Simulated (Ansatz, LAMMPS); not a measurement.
# Structural relaxation of amorphous carbon (150 atoms)

Wanted: the relaxed structure of amorphous carbon (150 atoms) and its electronic structure.

Calculated with Ansatz 0.2.0; Kohn-Sham DFT, PBE, PAW (set soft_2), plane waves.

## 1. Starting point

The cell holds 150 atoms: 150 C. Its edges and angles: a = 10.082 Å, b = 10.082 Å, c = 10.082 Å, α = 90.0°, β = 90.0°, γ = 90.0°. 150 atoms (150 C) placed at random at 2.92 g/cm³, melted at 6000 K for 10 ps at fixed volume with the Tersoff potential (Tersoff, Phys. Rev. B 39, 5566 (1989)). Quenched from 6000 K to 300 K at 100 K/ps and fixed volume, held 5 ps, then minimised at fixed cell.

What the set-up can't give: The quench rate of 100 K/ps far exceeds what a furnace or splat quench reaches, so expect more defects and frozen-in strain than in a real sample. The network of bonds at the start is that of the classical potential that made the cell. The Brillouin zone is sampled at Γ only, in a cell whose shortest periodic width is 10 Å.

## 2. How the cell was made

A classical potential makes the cell, at a small fraction of what the same run would cost in DFT.

This step: classical MD, Tersoff potential (Tersoff, Phys. Rev. B 39, 5566 (1989)) (LAMMPS 22 Jul 2025 - Update 4).

Input file in.lmp:

```
# melt-quench of C150
units metal
atom_style atomic
boundary p p p
region box block 0 10.0824 0 10.0824 0 10.0824
create_box 1 box
mass 1 12.0110   # C
create_atoms 1 random 150 710519 NULL overlap 1.37 maxtry 2000
pair_style tersoff
pair_coeff * * SiCGe.tersoff C
neigh_modify delay 0 every 1 check yes
thermo_style custom step time temp pe press density
thermo_modify norm yes
timestep 0.0005
thermo 100
min_style cg
minimize 1e-4 1e-4 200 2000
reset_timestep 0
velocity all create 6000 710520 mom yes dist gaussian
fix lim all nve/limit 0.05
fix lan all langevin 6000 6000 0.05 710521 zero yes
thermo 500
run 1000 post no
unfix lim
unfix lan
thermo 3333
fix md all nvt temp 6000 6000 0.05
run 20000 post no
unfix md
thermo 11400
fix md all nvt temp 6000 300 0.05
run 114000 post no
unfix md
thermo 5000
fix md all nvt temp 300 300 0.05
run 10000 post no
unfix md
thermo 100
min_style cg
minimize 0 1e-3 2000 20000
write_dump all custom glass.dump id type xs ys zs modify sort id
```

Started as:

```bash
$ lmp -in in.lmp -log none -nocite
```

Numbers of over 12 decimals in the logs are rounded to 6 here.

The program printed:

```text
LAMMPS (22 Jul 2025 - Update 4)
Created orthogonal box = (0 0 0) to (10.0824 10.0824 10.0824)
Created 150 atoms
   Step          Time           Temp          PotEng         Press         Density
         0   0              0             -2.637894       677765.77      2.9189571
        48   0.024          0             -5.6977355      96745.771      2.9189571
Loop time of 0.0188827 s on 1 MPI rank(s) for 48 steps with 150 atoms
Minimization stats:
  Stopping criterion = energy tolerance
  Energy initial, next-to-last, final =
     -2.63789404265701  -5.69722844317362  -5.69773545925006
  Force two-norm initial, final = 173.21013 42.846307
  Iterations, force evaluations = 48 87
   Step          Time           Temp          PotEng         Press         Density
         0   0              6000          -5.6977355      217174.33      2.9189571
       500   0.25           5980.7691     -5.7568548      342371.61      2.9189571
      1000   0.5            5819.5559     -5.7539609      479905.18      2.9189571
Loop time of 0.190293 s on 1 MPI rank(s) for 1000 steps with 150 atoms
   Step          Time           Temp          PotEng         Press         Density
      1000   0.5            5819.5559     -5.7539609      479905.18      2.9189571
      3333   1.6665         6042.5575     -5.8323281      337021.49      2.9189571
      6666   3.333          5716.8394     -5.8516091      389862.6       2.9189571
      9999   4.9995         6431.3376     -5.9201221      483717.47      2.9189571
     13332   6.666          5243.3023     -5.8347382      369841.9       2.9189571
     16665   8.3325         6258.771      -6.0307342      432832.96      2.9189571
     19998   9.999          5918.359      -5.9085757      309358.14      2.9189571
[... 1 line left out ...]
Loop time of 3.44288 s on 1 MPI rank(s) for 20000 steps with 150 atoms
   Step          Time           Temp          PotEng         Press         Density
[... 12 lines left out ...]
Loop time of 17.1249 s on 1 MPI rank(s) for 114000 steps with 150 atoms
   Step          Time           Temp          PotEng         Press         Density
[... 3 lines left out ...]
Loop time of 1.41627 s on 1 MPI rank(s) for 10000 steps with 150 atoms
   Step          Time           Temp          PotEng         Press         Density
[... 12 lines left out ...]
    146200   73.1           293.98468     -6.9636373      57603.656      2.9189571
    146300   73.15          293.98468     -6.9636373      57603.656      2.9189571
    146400   73.2           293.98468     -6.9637066      56960.61       2.9189571
    146449   73.2245        293.98468     -6.9637081      56990.711      2.9189571
Loop time of 1.97311 s on 1 MPI rank(s) for 1449 steps with 150 atoms
Minimization stats:
  Stopping criterion = linesearch alpha is zero
  Energy initial, next-to-last, final =
     -6.92757350359187  -6.96370805267744  -6.96370805267744
  Force two-norm initial, final = 28.693214 0.02347807
  Iterations, force evaluations = 1449 13791
```

It took 24 s on 1 thread of Arm Neoverse V2, shared host; peak memory 0.073 GiB.

## 3. Single point at the start

The forces at the start show how far the geometry lies from a minimum of this functional.

Input file input.yaml:

```yaml
crystal:
  lattice:
    - [10.0824, 0.0, 0.0]
    - [0.0, 10.0824, 0.0]
    - [0.0, 0.0, 10.0824]
  atoms:
    - { symbol: C, position: [0.18632, 0.24348, 0.69836] }
    - { symbol: C, position: [0.41393, 0.15691, 0.77068] }
    - { symbol: C, position: [0.06971, 0.17931, 0.33688] }
    - { symbol: C, position: [0.03454, 0.47574, 0.64779] }
    - { symbol: C, position: [0.07297, 0.22259, 0.47315] }
    - { symbol: C, position: [0.33012, 0.9201, 0.7622] }
    - { symbol: C, position: [0.49926, 0.54736, 0.89206] }
    - { symbol: C, position: [0.35076, 0.19933, 0.34262] }
    - { symbol: C, position: [0.14001, 0.2579, 0.97464] }
    - { symbol: C, position: [0.62896, 0.76749, 0.06427] }
    - { symbol: C, position: [0.86007, 0.50995, 0.39726] }
    - { symbol: C, position: [0.01777, 0.0101, 0.96768] }
    - { symbol: C, position: [0.66487, 0.72967, 0.92651] }
    - { symbol: C, position: [0.36416, 0.85081, 0.02716] }
    - { symbol: C, position: [0.00271, 0.84366, 0.48984] }
    - { symbol: C, position: [0.62484, 0.81602, 0.33336] }
    - { symbol: C, position: [0.19823, 0.61533, 0.73746] }
    - { symbol: C, position: [0.72999, 0.71524, 0.58636] }
    - { symbol: C, position: [0.85281, 0.45384, 0.9456] }
    - { symbol: C, position: [0.22584, 0.13882, 0.94763] }
    - { symbol: C, position: [0.62201, 0.36484, 0.00097] }
    - { symbol: C, position: [0.16894, 0.99404, 0.95118] }
    - { symbol: C, position: [0.85759, 0.27308, 0.28994] }
    - { symbol: C, position: [0.8106, 0.31348, 0.14873] }
    - { symbol: C, position: [0.6659, 0.49904, 0.05227] }
    - { symbol: C, position: [0.9908, 0.4372, 0.90875] }
    - { symbol: C, position: [0.92143, 0.96852, 0.0771] }
    - { symbol: C, position: [0.47982, 0.05009, 0.09333] }
    - { symbol: C, position: [0.05737, 0.24596, 0.09429] }
    - { symbol: C, position: [0.19548, 0.22, 0.55072] }
    - { symbol: C, position: [0.97894, 0.58945, 0.4408] }
    - { symbol: C, position: [0.25736, 0.45159, 0.07447] }
    [... 112 atom lines left out ...]
    - { symbol: C, position: [0.47132, 0.44872, 0.49928] }
    - { symbol: C, position: [0.82456, 0.60688, 0.63696] }
    - { symbol: C, position: [0.5176, 0.76379, 0.71155] }
    - { symbol: C, position: [0.31985, 0.38639, 0.8438] }
    - { symbol: C, position: [0.04542, 0.78743, 0.62148] }
    - { symbol: C, position: [0.87042, 0.36351, 0.40554] }
kpoints:
  mp_grid: { grid: [1, 1, 1] }
hamiltonian:
  xc: pbe
scf:
  occupations: { method: gaussian, width: 0.05 }
output:
  forces: true
  stress: true
  populations: intrinsic
  dos:
    method: { smearing: { sigma: 0.15 } }
    de: 0.1
    projected: { site_lists: { C: [C] } }
  eigenvalues: true
```

Started as:

```bash
$ ansatz run input.yaml --threads 4 --pin off --max-ram 8192MiB --backend cpu --events-out ev --progress --plain --runs-dir out
```

The program printed:

```text
Engine: ansatz 0.2.0, aarch64-unknown-linux-gnu
Pseudopotentials: kind: paw
Pseudopotential: C, paw, valence charge 4, recommended cutoff 420 eV (normal), C.paw.azcp
[... 5 lines on functional and potentials left out ...]
Crystal: 150 atoms, lattice volume = 1024.924 Å³
Basis set: ecut = 420 eV, 20005 PW (Γ), exchange–correlation on 144×144×144 points (8 copies of the dense FFT grid, shifted against one another)
Bands: 450, of which v1, the nominal top of the filled ones, is band 300 counted from 1 (299 counted from 0)
Symmetry: 1 space group operations
Space group: P1 (ITA 1), of the structure as read, at distance tolerance 1.0e-4 Å
k-points: 1
[... 3 lines on functional and potentials left out ...]
Initial density: superposition of atomic densities (neutral atoms: chi_scale 0, normalization atom), corrected by the library's trained network
Initial wavefunctions: pseudopotential atomic-orbital guess
Functional: x = pbe(κ = 0.804, μ = 0.219515), c = pbe(β = 0.066725)
SCF iter   1: F=—  HF=-37491.903134 eV  |F-HF|=—  |Δ(HF+E_count)|=         —  Δρ=1.69e-2  dr2=4.76e0  ethr=1.77e-3  ⟨swp⟩=6.0  Hψ=1828  notcnv=0  defer=113
preconditioner: auto → Resta (q_TF=auto, 2.495 Å⁻¹)  ε∞=4.6  [insulator: Δε(μ)=0.089 eV  Ē_g=14.875 eV  σ=0.050 eV  W_gap=0.79  n_scr=256 (ndim 8)  ℏωp=28.4 eV  f_vac=0.002  D(μ)=21.26/eV (n_scr^D=122)  ε∞_Penn≈4.6]
SCF iter   2: F=—  HF=-37491.378131 eV  |F-HF|=—  |Δ(HF+E_count)|=   5.25e-1  Δρ=7.86e-3  dr2=9.83e-1  ethr=7.94e-4  ⟨swp⟩=1.0  Hψ=518  notcnv=0  defer=115
SCF iter   3: F=—  HF=-37491.235488 eV  |F-HF|=—  |Δ(HF+E_count)|=   1.43e-1  Δρ=1.80e-3  dr2=3.67e-2  ethr=1.64e-4  ⟨swp⟩=3.0  Hψ=579  notcnv=0  defer=138
SCF iter   4: F=—  HF=-37491.232715 eV  |F-HF|=—  |Δ(HF+E_count)|=   2.77e-3  Δρ=6.76e-4  dr2=6.49e-3  ethr=6.11e-6  ⟨swp⟩=3.0  Hψ=661  notcnv=0  defer=138
SCF iter   5: F=—  HF=-37491.232329 eV  |F-HF|=—  |Δ(HF+E_count)|=   3.86e-4  Δρ=1.54e-4  dr2=2.78e-4  ethr=1.08e-6  ⟨swp⟩=2.0  Hψ=328  notcnv=0  defer=138
SCF iter   6: F=—  HF=-37491.232361 eV  |F-HF|=—  |Δ(HF+E_count)|=   3.21e-5  Δρ=5.31e-5  dr2=4.00e-5  ethr=4.63e-8  ⟨swp⟩=3.0  Hψ=616  notcnv=0  defer=138
SCF iter   7: F=—  HF=-37491.234289 eV  |F-HF|=—  |Δ(HF+E_count)|=   1.93e-3  Δρ=1.42e-5  dr2=2.49e-6  ethr=6.67e-9  ⟨swp⟩=1.0  Hψ=450  notcnv=0  defer=138
SCF iter   8: F=—  HF=-37491.234289 eV  |F-HF|=—  |Δ(HF+E_count)|=   9.29e-7  Δρ=4.27e-6  dr2=2.72e-7  ethr=4.14e-10  ⟨swp⟩=2.0  Hψ=512  notcnv=0  defer=138
SCF iter   9: F=-37491.234290 eV  HF=-37491.234290 eV  |F-HF|=1.83e-9  |Δ(HF+E_count)|=   8.11e-8  Δρ=1.15e-6  dr2=2.28e-8  ethr=1.67e-11  ⟨swp⟩=16.0  Hψ=2427  notcnv=0
SCF 1 converged in 9 iterations: F = -37491.234290 eV  dr2 = 2.28e-8
  greatest PAW one-centre occupation: 0.692 electrons in one spin orbital (limit 2), on the C atom at site 75 (counted from 0), in its partial waves of l = 0
SCF converged after 9 iterations
Free energy (F): -37491.234290 eV
Harris-Foulkes:  -37491.234290 eV  (|F-HF|=1.83e-9)
Internal energy: -37491.199013 eV  (E = F + TS)
E sigma→0 (E₀):  -37491.216651 eV
Entropy (-TS):   -0.035276 eV (-0.235 meV/atom)
Fermi energy:    10.806343 eV
--- Per-component energies (eV) ---
  E_band       = 942.083769
  E_kinetic    = 13562.099438
  E_local      = -14634.357826  (includes V_loc(G=0)·N_el)
  E_nonlocal   = 4049.580025
  E_hartree    = 3931.115917
  E_xc         = -7198.510046
  E_vxc        = -8923.437632  (∫ρ·V_xc dr)
  E_paw        = -14864.175161  (= ΣΔE_a)
  E_vpaw       = -974.031938  (= ΣTr[D̂ρ^β])
  E_aug_tail   = 0.001072  (compensation charges beyond the density's cutoff)
  E_ewald      = -22336.952432
  E_smearing   = -0.035276  (= −TS)
  E_closure    = -0.000000  (closes the sum)
  Σ components = -37491.234290   (vs F -37491.234290, Δ=0.00e0)
--- Forces (eV/Å), atoms counted from 1 ---
  atom   1  C      1.31983463     1.17973658     0.39329896
  atom   2  C      0.56501613    -0.33524149     0.36011125
  atom   3  C     -1.03100506     1.23983942     0.65676942
  atom   4  C     -0.26929418     0.27071959     0.87241218
  atom   5  C      1.58451925     0.03095143     0.34671350
  atom   6  C     -1.37786871    -0.71498867     0.46295605
  atom   7  C      0.10393593    -1.60070235    -0.75742342
  atom   8  C      0.05232054    -1.43363402    -0.67852223
  atom   9  C     -1.66468772    -0.22541384    -0.63615106
  atom  10  C      1.00968525     2.24648694     3.13646960
  atom  11  C     -1.82703121    -0.90351252    -1.29194617
  atom  12  C     -1.54132276     0.38210793     0.72442189
  atom  13  C      0.58419145     1.26261885     1.52717387
  atom  14  C     -3.20524910     0.24116400     1.35648531
[...]
atom 149  C     -0.28628200    -1.85545630     1.37388859
  atom 150  C      1.37935449     0.56208056    -1.39821857
  max |Σ_I F_I| component: 3.75e-5 eV/Å
--- Stress (GPa, compression-positive) ---
        1.523868       2.487990      -7.211769
        2.487990       4.429831       0.444715
       -7.211769       0.444715       0.909106
  P = ⅓ Tr σ = 2.2876 GPa (22.876 kbar)
--- Band table (eV) ---
  k-point 0: bands = ["-10.5043", "-9.7948", "-9.6755", "-9.5008", [... 434 levels ...], "20.1506", "20.2130", "20.2453", "20.2569", "20.3304", "20.3622", "20.4090", "20.4487", "20.4548", "20.4741", "20.5195", "20.5447"]
--- intrinsic populations: 150 sites ---
  site symbol       q [e]
     0      C      3.9965
     1      C      3.9959
     2      C      4.0844
[...]
149      C      4.0543
  spilling = 0.000000 (of n_electrons = 600.000000)
```

Elapsed: 19 s, on 4 threads of Arm Neoverse V2, shared host; peak memory 1.6 GiB; 69 s of CPU time.

Reading the cycles: dr2 is the Hartree energy of the density residual (eV), the measure of convergence; HF is the Harris–Foulkes estimate of the energy, which meets the free energy F at convergence.

The run gave:

- free energy: -37491.2343 eV
- free energy per atom: -249.9416 eV/atom
- SCF cycles: 9
- pressure: 2.288 GPa
- r.m.s. force component: 1.343 eV/Å
- longest force: 4.445 eV/Å
- Fermi energy: 10.81 eV
- levels partly filled by over 2 per cent: 3

The r.m.s. force component of 1.3 eV/Å and the pressure of 2.3 GPa set the starting point.

Neighbours are counted within 1.85 Å (C-C).

Length of the force by element and coordination:

```
element  coordination  atoms  mean length of the force (eV/Å)  spread  least  most
      C           all    150                             2.15   0.895  0.587  4.45
      C             3    106                             2.33   0.920  0.802  4.45
      C             4     44                             1.71   0.649  0.587  3.38
```

(Part 1 of 3 ends here.)

[Logs are printed without paths, hosts, clocks, repeated set-up lines and the standing remarks that a program may print on its own settings, such as how far it seeks lower states.]

[Hosts, paths, dates, database ids (printed as entryN), source tags and the programs' standing remarks are cut or masked in the printed files.]
